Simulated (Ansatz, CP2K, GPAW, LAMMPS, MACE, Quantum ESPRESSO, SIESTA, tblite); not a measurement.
# tblite on amorphous 29Ga2O3-71GeO2 (mol %) (86 atoms): settings against a plane-wave reference

Wanted: tblite inputs and outputs for amorphous 29Ga2O3-71GeO2 (mol %) (86 atoms), checked against a plane-wave reference.

Program: tblite 0.8.0. Level of theory: the method is named at each step. Results are calculated unless marked as measured.

## Step 1: The starting structure

The cell holds 86 atoms: 14 Ga, 17 Ge and 55 O. Cell: a = 11.142 Å, b = 11.142 Å, c = 11.142 Å, α = 90.0°, β = 90.0°, γ = 90.0°. 86 atoms (14 Fe, 17 Ge, 55 O) placed at random at 3.54 g/cm³, melted at 5000 K for 10 ps at fixed volume with the Morse and Coulomb pair potential with partial charges (Pedone, Malavasi, Menziani, Cormack and Segre, J. Phys. Chem. B 110, 11780 (2006)). Quenched from 5000 K to 300 K at 100 K/ps and fixed volume, held 5 ps, then minimised at fixed cell. Then Fe was replaced by Ga and the cell scaled by 1.006 (the potential has no terms for the new elements, so the cell is a start for a DFT relaxation).

The yardstick, on the same geometry:

```
method                                           : Kohn-Sham DFT, PBE, SSSP efficiency 1.3.0 pseudopotentials, plane waves (Quantum ESPRESSO 7.5); sssp-pbe-1.3.0-efficiency, cutoffs 60/480 Ry, Γ point
r.m.s. force component                           : 0.8602 eV/Å
longest force                                    : 2.612 eV/Å
pressure                                         : -2.82 GPa
gap (highest filled to lowest empty level) : 1.096 eV
time                                             : 7.6 min on 4 MPI ranks of Arm Neoverse V2, shared host
CPU time                                         : 30 min
```

## Step 2: GFN1-xTB

Method: GFN1-xTB tight binding, diagonalisation.

The input, run.py:

```python
import numpy as np
from ase.io import read
from tblite.ase import TBLite

atoms = read("structure.xyz")
atoms.calc = TBLite(method="GFN1-xTB", electronic_temperature=580, accuracy=1.0, max_iterations=250, mixer_damping=0.4, verbosity=1)
energy = atoms.get_potential_energy()
forces = atoms.get_forces()
print(f"energy {energy:.6f} eV")
print("forces (eV/A)")
for i, (a, f) in enumerate(zip(atoms, forces)):
    print(f"{i:4d} {a.symbol:2s} {f[0]:10.5f} {f[1]:10.5f} {f[2]:10.5f}")
stress = -atoms.get_stress(voigt=False) * 160.21766
print("stress (GPa, compression positive)")
for row in stress:
    print(" ".join(f"{x:10.4f}" for x in row))
print("charges (e)")
print(np.array2string(atoms.get_charges(), precision=4, suppress_small=True, max_line_width=110, threshold=100000))
```

The input, structure.xyz:

```xyz
86
Lattice="11.14215 0.00000 0.00000 0.00000 11.14215 0.00000 0.00000 0.00000 11.14215" Properties=species:S:1:pos:R:3 pbc="T T T"
Ga 9.00152 3.27925 6.39805
Ga 8.91405 10.57212 9.69222
Ga 9.95640 6.59638 2.27734
Ga 10.73156 2.37729 8.82659
Ga 5.10990 2.27333 2.52849
Ga 0.76079 10.75251 9.60074
Ga 10.23473 1.29873 0.95600
Ga 10.48721 10.25067 3.63468
Ga 5.33631 0.85204 8.84130
Ga 9.96788 7.04340 5.56851
Ga 10.71496 9.82203 6.61643
Ga 2.73651 10.87474 6.96529
Ga 8.10324 1.57160 3.79067
Ga 8.19427 5.01731 4.54176
Ge 3.80482 9.31651 9.69490
Ge 7.72541 0.04813 7.02223
Ge 0.66151 5.07959 10.70181
Ge 10.47585 7.44507 9.01199
Ge 5.14600 10.15640 1.55879
Ge 2.69473 2.86944 9.58158
Ge 1.56837 5.96439 4.04527
Ge 8.13845 4.86622 9.36175
Ge 8.30135 9.77701 1.89907
Ge 5.79180 2.67378 5.74957
Ge 3.63279 8.74592 4.22042
Ge 0.65371 1.73584 5.57854
Ge 8.00474 3.90232 1.55099
Ge 1.63255 3.02465 2.55523
Ge 5.41052 6.60585 8.24218
Ge 3.19501 4.53452 6.63025
Ge 6.75838 8.19494 5.60350
O 8.55829 5.24305 2.58799
O 11.00766 0.22819 5.17809
O 5.73843 1.48937 7.02702
O 2.17216 1.34363 6.25665
O 4.29441 3.51412 5.71971
O 2.17695 4.16416 10.65301
O 7.97265 7.12262 4.92294
O 8.72787 2.30197 1.73572
O 1.51645 1.57049 9.39239
O 2.00659 5.23469 5.57743
O 1.00335 10.38649 7.70480
O 9.48765 5.20617 6.02579
O 4.04438 10.53813 8.39996
O 6.42969 3.61184 2.17807
O 8.53277 10.58783 0.40591
O 10.33691 8.89155 4.95257
O 1.79077 4.74912 2.85551
O 8.57600 10.89335 3.25986
O 8.57400 3.49942 8.32853
O 2.17573 9.62091 10.08409
O 4.73475 9.88866 11.03452
O 3.99324 9.61400 2.74331
O 10.25011 0.85928 10.01947
O 6.13275 1.86364 4.24104
O 0.64045 6.50757 9.63907
[... 26 atom lines left out ...]
O 3.24883 2.44191 2.43200
O 2.64559 3.70332 8.03906
O 9.31216 10.66839 7.62680
O 8.09076 4.35045 11.03340
```

Started as:

```console
OMP_NUM_THREADS=1 python run.py > output.txt
```

What it wrote:

```text
------------------------------------------------------------
  cycle        total energy    energy error   density error
------------------------------------------------------------
      1     -250.0382848235  -2.5034383E+02   1.0854826E+00
      2     -327.1787832212  -7.7140498E+01   1.6999441E+00
      3     -214.1810790599   1.1299770E+02   9.4379756E-01
      4     -294.3670447090  -8.0185966E+01   4.8036022E-01
      5     -297.7888776533  -3.4218329E+00   3.0675561E-01
      6     -304.3979436642  -6.6090660E+00   1.4725870E-01
      7     -304.6498321866  -2.5188852E-01   1.2115411E-01
      8     -305.1883787926  -5.3854661E-01   9.6671812E-02
      9     -305.7169634365  -5.2858464E-01   5.7915383E-02
     10     -305.7248623181  -7.8988816E-03   5.1080782E-02
     11     -305.8985244632  -1.7366215E-01   2.4681217E-02
     12     -305.9127807336  -1.4256270E-02   1.9284393E-02
     13     -305.9463741066  -3.3593373E-02   8.6478610E-03
     14     -305.9483505900  -1.9764833E-03   6.7839348E-03
     15     -305.9498946284  -1.5440384E-03   5.0153263E-03
     16     -305.9510077482  -1.1131198E-03   3.0115588E-03
     17     -305.9513134970  -3.0574883E-04   2.3760731E-03
     18     -305.9517184979  -4.0500086E-04   8.6589057E-04
     19     -305.9517295472  -1.1049330E-05   6.4103537E-04
     20     -305.9517594270  -2.9879811E-05   2.8060317E-04
     21     -305.9517617394  -2.3123386E-06   1.6246633E-04
     22     -305.9517632848  -1.5454730E-06   9.4468123E-05
     23     -305.9517639562  -6.7135795E-07   4.5192890E-05
     24     -305.9517640201  -6.3900643E-08   3.1780219E-05
     25     -305.9517641159  -9.5819871E-08   9.9604441E-06
------------------------------------------------------------
 total:                                   4.572 sec
energy -8325.371558 eV
forces (eV/A)
   0 Ga   -0.09851   -0.02545   -0.07481
   1 Ga    0.59874   -0.09995    0.02373
   2 Ga    0.18701   -0.30008   -0.22580
   3 Ga    0.83231    0.47112    0.64631
   4 Ga    0.44962   -0.41285   -0.07528
   5 Ga    0.67188   -0.01859   -1.16827
   6 Ga    0.75599   -0.11182    1.08248
   7 Ga   -0.38152    0.98143   -0.09875
   8 Ga   -0.41590    0.16412   -1.64094
   9 Ga   -0.36851   -0.21150    0.12122
  10 Ga   -0.20353    0.42869    0.08017
  11 Ga   -0.78190   -0.46432   -0.57261
  12 Ga    0.17434    0.52434    0.59496
  13 Ga    0.45064   -0.86179    0.69376
  14 Ge   -0.15296    0.64019   -0.26709
  15 Ge    1.11623   -0.27775   -0.16355
  16 Ge   -1.04297   -0.38655   -0.89288
  17 Ge   -0.72069   -0.06898   -0.02814
  18 Ge    0.40588    0.52505    0.37308
  19 Ge   -0.30706   -0.61439   -0.86769
  20 Ge    0.05789   -0.37257    0.26180
  21 Ge    0.24587    0.30255   -0.57027
  22 Ge   -0.34836   -0.03183   -0.33161
  23 Ge    0.24742    0.35411    0.46515
[...]
78 O    -0.98031    0.29278    1.20749
  79 O    -0.70672    0.01871    0.16337
  80 O    -0.07351    0.23652    0.74991
  81 O    -0.72322    0.89383    0.83163
  82 O     1.06807   -0.11368   -0.09665
  83 O    -0.47052    0.35064   -0.61508
  84 O     0.69320   -0.69539    0.26820
  85 O    -0.17771    0.21077   -0.40752
stress (GPa, compression positive)
   -1.7272     1.2907     0.2237
    1.2907    -4.6515    -1.2355
    0.2237    -1.2355    -3.3535
charges (e)
[ 0.5728  0.5398  0.5302  0.5576  0.5138  0.5673  0.5458  0.5436  0.5241  0.5504  0.5661  0.5431  0.5681
  0.5662  0.6789  0.7019  0.6803  0.6768  0.6689  0.686   0.6856  0.6874  0.6912  0.685   0.6703  0.692
  0.6849  0.6762  0.6763  0.6826  0.6792 -0.2978 -0.3644 -0.3819 -0.3688 -0.3507 -0.3345 -0.3388 -0.3337
 -0.3684 -0.3389 -0.3487 -0.3759 -0.3141 -0.3786 -0.3638 -0.3459 -0.3531 -0.3259 -0.352  -0.3544 -0.3455
 -0.3412 -0.2739 -0.3204 -0.3486 -0.3683 -0.3691 -0.3428 -0.3397 -0.3552 -0.3102 -0.358  -0.3711 -0.3908
 -0.342  -0.3502 -0.3777 -0.3676 -0.3579 -0.3812 -0.3607 -0.3584 -0.3578 -0.3407 -0.3638 -0.3421 -0.3967
 -0.3097 -0.3675 -0.3576 -0.31   -0.3449 -0.3604 -0.3745 -0.346 ]
```

Elapsed: 5.1 s, on 1 thread of Arm Neoverse V2, shared host; peak memory 0.13 GiB.

Banners, paths, timers and routine set-up lines are dropped from the logs unmarked, and long logs keep their key lines alone; longer cuts are marked.

Compared with the plane-wave run:

* r.m.s. force component: 0.5404 eV/Å
* r.m.s. difference of force components: 528.5 meV/Å
* longest difference of force vectors: 1914 meV/Å
* force difference over r.m.s. force: 61.43 %
* slope of forces against the reference's: 0.5086
* correlation of force components: 0.8096
* pressure: -3.244 GPa
* pressure difference: -0.4244 GPa

Length of the force difference by element (eV/Å):

```
element  atoms  mean  most
     Ga     14  0.67   1.0
     Ge     17  0.82   1.8
      O     55  0.83   1.9
```

Local excerpt of 10 atoms (numbers count through the whole input) about Ga9, which bears the longest force; x, y, z are measured from there.

| atom | x | y | z | distance (Å) | bonds | Mulliken charge (e) | Fx | Fy | Fz (eV/Å) |
| --- | --- | --- | --- | --- | --- | --- | --- | --- | --- |
| Ga9 | 0.00 | 0.00 | 0.00 | 0.00 | 4 | 0.52 | -0.42 | 0.16 | -1.64 |
| O66 | -1.11 | 1.22 | 0.85 | 1.86 | 2 | -0.34 | 1.06 | -0.14 | 0.39 |
| O34 | 0.40 | 0.64 | -1.81 | 1.96 | 2 | -0.38 | -0.97 | 0.15 | 0.70 |
| O79 | 1.81 | -0.81 | -0.11 | 1.99 | 3 | -0.31 | -0.98 | 0.29 | 1.21 |
| O44 | -1.29 | -1.46 | -0.44 | 2.00 | 3 | -0.31 | 0.60 | 0.81 | -0.73 |
| O52 | -0.60 | -2.11 | 2.19 | 3.10 | 2 | -0.35 | 0.31 | -0.16 | 0.11 |
| Ge16 | 2.39 | -0.80 | -1.82 | 3.11 | 4 | 0.70 | 1.12 | -0.28 | -0.16 |
| Ge15 | -1.53 | -2.68 | 0.85 | 3.20 | 4 | 0.68 | -0.15 | 0.64 | -0.27 |
| Ga12 | -2.60 | -1.12 | -1.88 | 3.40 | 4 | 0.54 | -0.78 | -0.46 | -0.57 |
| Ge20 | -2.64 | 2.02 | 0.74 | 3.41 | 4 | 0.69 | -0.31 | -0.61 | -0.87 |

Atoms are counted from 1 here, from 0 in the log.

Forces lie 61 % from the reference's, at 0.0028 times its CPU time (on 1 against 4 cores).

## Step 3: Outcome

```json
{"force difference from the reference": "tblite GFN1-xTB, 61 %", "its CPU time": "5.1 s"}
```

What this shows: Tight binding differs by 61 % (tblite GFN1-xTB); it is another model, with fitted parameters of its own, and the xTB methods hold dispersion. One electronic-structure run takes under half the reference's CPU time: tblite GFN1-xTB, at 61 % in 5.1 s against 30 min, too far off to be of use. Periodic xTB results under one method name differ between programs and library versions. The reference's pressure holds the uncorrected Pulay stress of its 60 Ry basis, so small pressure differences, and their order, may be the reference's own error. The quench rate of 100 K/ps is many orders above laboratory rates, so the cell is likely richer in defects and strain than a real sample. The network of bonds at the start is that of the classical potential that made the cell, and needn't be the one that DFT or experiment would give. The reference's pressure of -2.8 GPa belongs to a cell and atoms that aren't relaxed at this level. The electronic-structure runs sample only Γ, in a cell whose shortest periodic width is 11 Å.

[Also dropped from logs without a mark: logging warnings of Python, and SIESTA's first energy breakdown and zero terms.]

[Logs are printed without paths, hosts, clocks, repeated set-up lines and the standing remarks that a program may print on its own settings, such as how far it seeks lower states.]

[Hosts, paths, dates, database ids (printed as entryN), source tags and the programs' standing remarks are cut or masked in the printed files.]
